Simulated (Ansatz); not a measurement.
# Preparing LiLaSO (P4/nmm) as a host crystal

Before any defect goes in: LiLaSO (P4/nmm) at rest, and how it screens a charge.

Calculated with Ansatz 0.2.0; plane-wave PAW DFT, PBEsol; relaxation of the host's cell and atoms, in the first sound run; inputs show where later runs differ.

## (1) Set-up

The structure is tetragonal, space group P4/nmm (No. 129). Conventional cell: a = 4.021 Å, b = 4.021 Å, c = 8.772 Å, α = 90.00°, β = 90.00°, γ = 90.00°. Nearest to Li lie 4 S at 2.46 Å. La has 4 O at 2.36 Å nearest. Nearest to S lie 4 Li at 2.46 Å. Nearest to O lie 4 La at 2.36 Å. Farther neighbours and most contacts between anions are not listed.

## (2) Host cell relaxation

Lattice and positions are set free, within the symmetry that the program keeps.

The input, cell/input.yaml:

```yaml
crystal:
  lattice:
    - [4.021412, 0.0, 0.0]
    - [0.0, 4.021412, 0.0]
    - [0.0, 0.0, 8.772094]
  atoms:
    - { symbol: Li, position: [0.5, 0.5, 0.5] }
    - { symbol: Li, position: [0.0, 0.0, 0.5] }
    - { symbol: La, position: [0.0, 0.5, 0.858217] }
    - { symbol: La, position: [0.5, 0.0, 0.141783] }
    - { symbol: S, position: [0.5, 0.0, 0.661238] }
    - { symbol: S, position: [0.0, 0.5, 0.338762] }
    - { symbol: O, position: [0.0, 0.0, 0.0] }
    - { symbol: O, position: [0.5, 0.5, 0.0] }
basis:
  ecutwfc: 420
  xc_grid: 2
hamiltonian:
  xc: pbesol
kpoints:
  mp_grid: { grid: [7, 7, 3] }
scf:
  occupations: { method: fixed }
  max_iter: 100
relax:
  f_tol: 0.005
  max_steps: 60
  cell: {}
output:
  forces: true
  stress: true
checkpoint:
  write: "../cell.run"
  compress: false
  write_wavefunctions: false
  write_every: 100000
```

Launch:

```console
> ansatz run input.yaml --threads 4 --pin off --max-ram 7536MiB --backend cpu --events-out ev --progress --plain --runs-dir out
```

Numbers of over 12 decimals in the logs are rounded to 6 here.

Log:

```text
[... repeated set-up lines and file paths are left out, and long positions are rounded to six places ...]
Engine: ansatz 0.2.0, aarch64-unknown-linux-gnu
Pseudopotentials: kind: paw
Pseudopotential: Li, paw, valence charge 3, recommended cutoff 420 eV (normal), Li.paw.azcp
Pseudopotential: La, paw, valence charge 11, recommended cutoff 420 eV (normal), La.paw.azcp
Pseudopotential: S, paw, valence charge 6, recommended cutoff 420 eV (normal), S.paw.azcp
Pseudopotential: O, paw, valence charge 6, recommended cutoff 420 eV (normal), O.paw.azcp
Functional definition: PBEsol
  exchange = pbesol_x
  correlation = pbesol_c
Crystal: 8 atoms, lattice volume = 141.860 Å³
Basis set: ecut = 420 eV, 2741 PW (Γ), exchange–correlation on 54×54×120 points (8 copies of the dense FFT grid, shifted against one another)
Bands: 34, of which v1, the nominal top of the filled ones, is band 26 counted from 1 (25 counted from 0)
Symmetry: 16 space group operations
Space group: P4/nmm (ITA 129), of the structure as read, at distance tolerance 5.2e-5 Å
k-points: 20 of 147
Non-local potential: Li, projectors of the file, l = 0: 3, l = 1: 2, l = 2: 1
Non-local potential: La, projectors of the file, l = 0: 3, l = 1: 2, l = 2: 2, l = 3: 3
Non-local potential: S, projectors of the file, l = 0: 2, l = 1: 2, l = 2: 2
Non-local potential: O, projectors of the file, l = 0: 2, l = 1: 2, l = 2: 1
PAW form: soft (Blöchl's): semilocal exchange-correlation on the pseudo side does not see the compensation charge
PAW frozen core: La, regenerated for the run's functional, and the local potential with it (the file was generated under x = pbe(κ = 0.804, μ = 0.219515), c = pbe(β = 0.066725))
PAW frozen core: S, regenerated for the run's functional, and the local potential with it (the file was generated under x = pbe(κ = 0.804, μ = 0.219515), c = pbe(β = 0.066725))
PAW frozen core: O, regenerated for the run's functional, and the local potential with it (the file was generated under x = pbe(κ = 0.804, μ = 0.219515), c = pbe(β = 0.066725))
PAW one-centre angular grid: Li, 110 points (default); XC on 64 Gauss nodes
PAW one-centre angular grid: La, 590 points (default); XC on 64 Gauss nodes
PAW one-centre angular grid: S, 110 points (default); XC on 64 Gauss nodes
PAW one-centre angular grid: O, 110 points (default); XC on 64 Gauss nodes
Initial density: superposition of atomic densities (neutral atoms: chi_scale 0, normalization atom), corrected by the library's trained network
Initial wavefunctions: pseudopotential atomic-orbital guess
Functional: x = pbesol(κ = 0.804, μ = 0.123457), c = pbesol(β = 0.046)
SCF iter   1: F=—  HF=-15635.016181 eV  |F-HF|=—  |Δ(HF+E_count)|=         —  Δρ=9.57e-3  dr2=1.26e-1  ethr=1.77e-3  ⟨swp⟩=5.8  Hψ=2601  notcnv=0  defer=102
preconditioner: auto → Resta (q_TF=auto, 2.308 Å⁻¹)  ε∞=4.4  [insulator: Δε(μ)=2.951 eV  Ē_g=11.264 eV  n_scr=30 (ndim 8)  ℏωp=20.7 eV  f_vac=0.000  ε∞_Penn≈4.4]
SCF iter   2: F=—  HF=-15634.991202 eV  |F-HF|=—  |Δ(HF+E_count)|=   2.50e-2  Δρ=3.68e-3  dr2=2.03e-2  ethr=2.42e-4  ⟨swp⟩=3.1  Hψ=1378  notcnv=0  defer=117
SCF iter   3: F=—  HF=-15634.987793 eV  |F-HF|=—  |Δ(HF+E_count)|=   3.41e-3  Δρ=1.35e-3  dr2=2.70e-3  ethr=3.89e-5  ⟨swp⟩=3.0  Hψ=958  notcnv=0  defer=100
automatic band count: iteration 3 solves 33 bands in place of 34: the levels show a gap, and the empty bands left out lie too high to hold charge; the band table lists the bands solved (type scf.n_extra_bands for more)
SCF iter   4: F=—  HF=-15634.987675 eV  |F-HF|=—  |Δ(HF+E_count)|=   1.18e-4  Δρ=4.53e-4  dr2=3.06e-4  ethr=5.19e-6  ⟨swp⟩=2.7  Hψ=1127  notcnv=0  defer=100
SCF iter   5: F=—  HF=-15634.987726 eV  |F-HF|=—  |Δ(HF+E_count)|=   5.09e-5  Δρ=7.57e-5  dr2=8.90e-6  ethr=5.88e-7  ⟨swp⟩=2.2  Hψ=845  notcnv=0  defer=94
SCF iter   6: F=—  HF=-15634.987658 eV  |F-HF|=—  |Δ(HF+E_count)|=   6.81e-5  Δρ=1.34e-5  dr2=2.22e-7  ethr=1.71e-8  ⟨swp⟩=2.5  Hψ=1117  notcnv=0  defer=83
SCF iter   7: F=-15634.987658 eV  HF=-15634.987658 eV  |F-HF|=5.34e-9  |Δ(HF+E_count)|=   2.84e-7  Δρ=1.94e-6  dr2=6.94e-9  ethr=1.92e-10  ⟨swp⟩=4.0  Hψ=2259  notcnv=0
SCF 1 converged in 7 iterations: F = -15634.987658 eV  dr2 = 6.94e-9
  greatest PAW one-centre occupation: 1.000 electrons in one spin orbital (limit 2), on the Li atom at site 1 (counted from 0), in its partial waves of l = 0
relax step   1: F+E_penalty+E_count = -15634.98765798 eV  Δ(F+E_penalty+E_count) = +0.000e0 eV  max|allowed force component| = 1.459e-1 eV/Å  Δτ_max = 0.0000 Å  P = -2.765 GPa  Ω = 141.860 Å³  (7 SCF iters, dr2 threshold 1.00e-7 eV, accepted)
[... the SCF cycles and remarks between the steps are left out from here to the last step ...]
relax step   2: F+E_penalty+E_count = -15634.72424289 eV  Δ(F+E_penalty+E_count) = +2.634e-1 eV  max|allowed force component| = 1.075e0 eV/Å  Δτ_max = 0.1422 Å  P = +5.017 GPa  Ω = 126.898 Å³  energy of the carried Pulay correction = +1.721e-2 eV  (7 SCF iters, dr2 threshold 8.00e-7 eV, rejected (line search))
relax step   3: F+E_penalty+E_count = -15635.03413051 eV  Δ(F+E_penalty+E_count) = -4.647e-2 eV  max|allowed force component| = 1.259e-1 eV/Å  Δτ_max = 0.0257 Å  P = -0.825 GPa  Ω = 137.867 Å³  energy of the carried Pulay correction = +4.414e-3 eV  (10 SCF iters, accepted)
relax step   4: F+E_penalty+E_count = -15635.03728510 eV  Δ(F+E_penalty+E_count) = -3.155e-3 eV  max|allowed force component| = 6.427e-2 eV/Å  Δτ_max = 0.0054 Å  P = -0.291 GPa  Ω = 137.272 Å³  energy of the carried Pulay correction = +5.083e-3 eV  (5 SCF iters, dr2 threshold 8.00e-7 eV, accepted)
relax step   5: F+E_penalty+E_count = -15635.03940674 eV  Δ(F+E_penalty+E_count) = -2.122e-3 eV  max|allowed force component| = 1.775e-2 eV/Å  Δτ_max = 0.0061 Å  P = +0.001 GPa  Ω = 136.605 Å³  energy of the carried Pulay correction = +5.835e-3 eV  (5 SCF iters, dr2 threshold 3.58e-7 eV, accepted)
relax step   6: F+E_penalty+E_count = -15635.03954304 eV  Δ(F+E_penalty+E_count) = -1.363e-4 eV  max|allowed force component| = 4.428e-3 eV/Å  Δτ_max = 0.0017 Å  P = +0.011 GPa  Ω = 136.529 Å³  energy of the carried Pulay correction = +5.921e-3 eV  (5 SCF iters, dr2 threshold 1.97e-8 eV, accepted)
relax step   7: F+E_penalty+E_count = -15635.03486412 eV  Δ(F+E_penalty+E_count) = +4.679e-3 eV  max|allowed force component| = 4.299e-3 eV/Å  Δτ_max = 0.0000 Å  P = -0.053 GPa  Ω = 136.529 Å³  stress off target by 7.23e-2 GPa  SCF on the basis re-selected at this cell (its energy is not comparable with the rows above)  (5 SCF iters)
relax step   8: F+E_penalty+E_count = -15635.03505416 eV  Δ(F+E_penalty+E_count) = -1.900e-4 eV  max|allowed force component| = 2.629e-3 eV/Å  Δτ_max = 0.0012 Å  P = -0.004 GPa  Ω = 136.392 Å³  energy of the carried Pulay correction = +1.535e-4 eV  (5 SCF iters, dr2 threshold 1.31e-8 eV, accepted)
iter 1 solved again at ethr=4.83e-8 eV; its pass at ethr=3.10e-3 eV (dr2=2.51e-5 eV) is discarded
SCF iter   1: F=—  HF=-15635.034908 eV  |F-HF|=—  |Δ(HF+E_count)|=         —  Δρ=5.99e-6  dr2=8.09e-9  ethr=4.83e-8  ⟨swp⟩=3.2  Hψ=4666  notcnv=0  defer=120
SCF iter   2: F=—  HF=-15635.034872 eV  |F-HF|=—  |Δ(HF+E_count)|=   3.67e-5  Δρ=2.81e-6  dr2=2.85e-9  ethr=1.56e-11  ⟨swp⟩=2.9  Hψ=1315  notcnv=0  defer=115
SCF iter   3: F=—  HF=-15635.034872 eV  |F-HF|=—  |Δ(HF+E_count)|=   2.42e-9  Δρ=1.14e-6  dr2=8.71e-10  ethr=5.48e-12  ⟨swp⟩=2.0  Hψ=906  notcnv=0  defer=115
SCF iter   4: F=-15635.034872 eV  HF=-15635.034872 eV  |F-HF|=9.09e-12  |Δ(HF+E_count)|=  1.07e-10  Δρ=1.91e-7  dr2=5.25e-11  ethr=1.00e-12  ⟨swp⟩=3.0  Hψ=2836  notcnv=0
SCF 9 converged in 4 iterations: F = -15635.034872 eV  dr2 = 5.25e-11
relax step   9: F+E_penalty+E_count = -15635.03487166 eV  Δ(F+E_penalty+E_count) = +1.825e-4 eV  max|allowed force component| = 2.618e-3 eV/Å  Δτ_max = 0.0000 Å  P = -0.005 GPa  Ω = 136.392 Å³  stress off target by 1.56e-2 GPa  SCF on the basis re-selected at this cell (its energy is not comparable with the rows above)  (4 SCF iters)
basis re-selected at this cell: Δ(F+E_penalty+E_count) = +1.825e-4 eV, ΔP = -0.001 GPa vs the last step (what re-selecting the basis moved, of the pressure what is left beyond the Pulay correction that the steps carried, after the strain that the cell walked [...]
SCF converged after 4 iterations
Free energy (F): -15635.034872 eV
Harris-Foulkes:  -15635.034872 eV  (|F-HF|=9.09e-12)
Internal energy: -15635.034872 eV  (E = F + TS)
E sigma→0 (E₀):  -15635.034872 eV
Fermi energy:    7.464372 eV
--- Per-component energies (eV) ---
  E_band       = -224.065691
  E_kinetic    = 997.641437
  E_local      = -2420.176483  (includes V_loc(G=0)·N_el)
  E_nonlocal   = 283.345948
  E_hartree    = 921.008648
  E_xc         = -640.595303
  E_vxc        = -689.994736  (∫ρ·V_xc dr)
  E_paw        = -12171.420736  (= ΣΔE_a)
  E_vpaw       = -236.903952  (= ΣTr[D̂ρ^β])
  E_aug_tail   = 0.004887  (compensation charges beyond the density's cutoff)
  E_ewald      = -2605.376763
  E_core_change = 0.533493  (= ΣΔE_core)
  E_smearing   = -0.000000  (= −TS)
  E_closure    = 0.000000  (closes the sum)
  Σ components = -15635.034872   (vs F -15635.034872, Δ=0.00e0)
--- Forces (eV/Å), atoms counted from 1 ---
  atom   1  Li    -0.00000000    -0.00000000    -0.00000000
  atom   2  Li     0.00000000     0.00000000     0.00000000
  atom   3  La    -0.00000000     0.00000000     0.00261781
  atom   4  La     0.00000000    -0.00000000    -0.00261781
  atom   5  S      0.00000000    -0.00000000     0.00033801
  atom   6  S     -0.00000000     0.00000000    -0.00033801
  atom   7  O      0.00000000     0.00000000     0.00000000
  atom   8  O     -0.00000000    -0.00000000    -0.00000000
  max |Σ_I F_I| component: 8.27e-17 eV/Å
--- Stress (GPa, compression-positive) ---
        0.000335       0.000000      -0.000000
        0.000000       0.000335      -0.000000
       -0.000000      -0.000000      -0.015640
  P = ⅓ Tr σ = -0.0050 GPa (-0.050 kbar)
--- Relaxed structure (7 steps of the walk, 6 accepted, 2 SCFs on fresh bases) ---
  F+E_penalty+E_count = -15635.03487166 eV   max|allowed force component| = 2.618e-3 eV/Å   (the final SCF, on the basis selected at the relaxed cell)
  cell:  # Å, volume = 136.3917 Å³
    - [3.974591, 0, 0]
    - [0, 3.974591, 0]
    - [0, 0, 8.633821]
  atoms:
    - { symbol: Li, position: [0.5, 0.5, 0.5] }
    - { symbol: Li, position: [0, 0, 0.5] }
    - { symbol: La, position: [0, 0.5, 0.855990] }
    - { symbol: La, position: [0.5, 0, 0.144010] }
    - { symbol: S, position: [0.5, 0, 0.662887] }
    - { symbol: S, position: [0, 0.5, 0.337113] }
    - { symbol: O, position: [0, 0, 0] }
    - { symbol: O, position: [0.5, 0.5, 0] }
```

Elapsed: 13 s, on 4 threads of Arm Neoverse V2, shared host; peak memory 0.53 GiB; 45 s of CPU time.

The steps of the relaxation:

```
step  energy less that of the first step (eV)  largest force component (eV/Å)  pressure (GPa)  volume (Å³)
   1                                   0.0000                          0.1459           -2.77       141.86
   2                                   0.2634                          1.0754            5.02       126.90
   3                                  -0.0465                          0.1259           -0.83       137.87
   4                                  -0.0496                          0.0643           -0.29       137.27
   5                                  -0.0517                          0.0177            0.00       136.60
   6                                  -0.0519                          0.0044            0.01       136.53
   7                                  -0.0472                          0.0043           -0.05       136.53
   8                                  -0.0474                          0.0026            0.00       136.39
  9*                                  -0.0472                          0.0026            0.00       136.39
```

Relaxation steps marked * repeat the geometry before them on a plane-wave basis chosen anew for their cell, so energy and pressure can jump there. The log counts 2 steps on a newly chosen plane-wave basis, not all of them marked here; energy and pressure can jump at such steps. Relaxation step 2 was tried and not accepted.

Forces are held to the 16 operations that the run works with; a distortion that breaks them can't arise in this run.

```
conventional cell, symmetrised  before  after  change
                         a (Å)   4.021  3.975  -1.2 %
                         b (Å)   4.021  3.975  -1.2 %
                         c (Å)   8.772  8.634  -1.6 %
              volume (Å³/atom)   17.73  17.05  -3.9 %
```

The atoms that moved most (Å, as changes of fractional coordinates times the final cell):

```
atom     dx     dy      dz  length
 La4  0.000  0.000   0.019   0.019
 La3  0.000  0.000  -0.019   0.019
  S6  0.000  0.000  -0.014   0.014
  S5  0.000  0.000   0.014   0.014
```

This step gave:

- pressure: -0.004990 GPa

The relaxation ends with a largest force component of 0.0026 eV/Å and a pressure of 0.00 GPa.

[end of part 1 of 4]

[Logs are printed without paths, hosts, clocks, repeated set-up lines and the standing remarks that a program may print on its own settings, such as how far it seeks lower states.]

[Hosts, paths, dates, database ids (printed as entryN), source tags and the programs' standing remarks are cut or masked in the printed files.]

[Runs of the host that timed out are not shown.]

[For some hosts the program warned that the k-mesh of the response run may be too coarse for force constants and the static dielectric constant; such warnings are not always shown.]
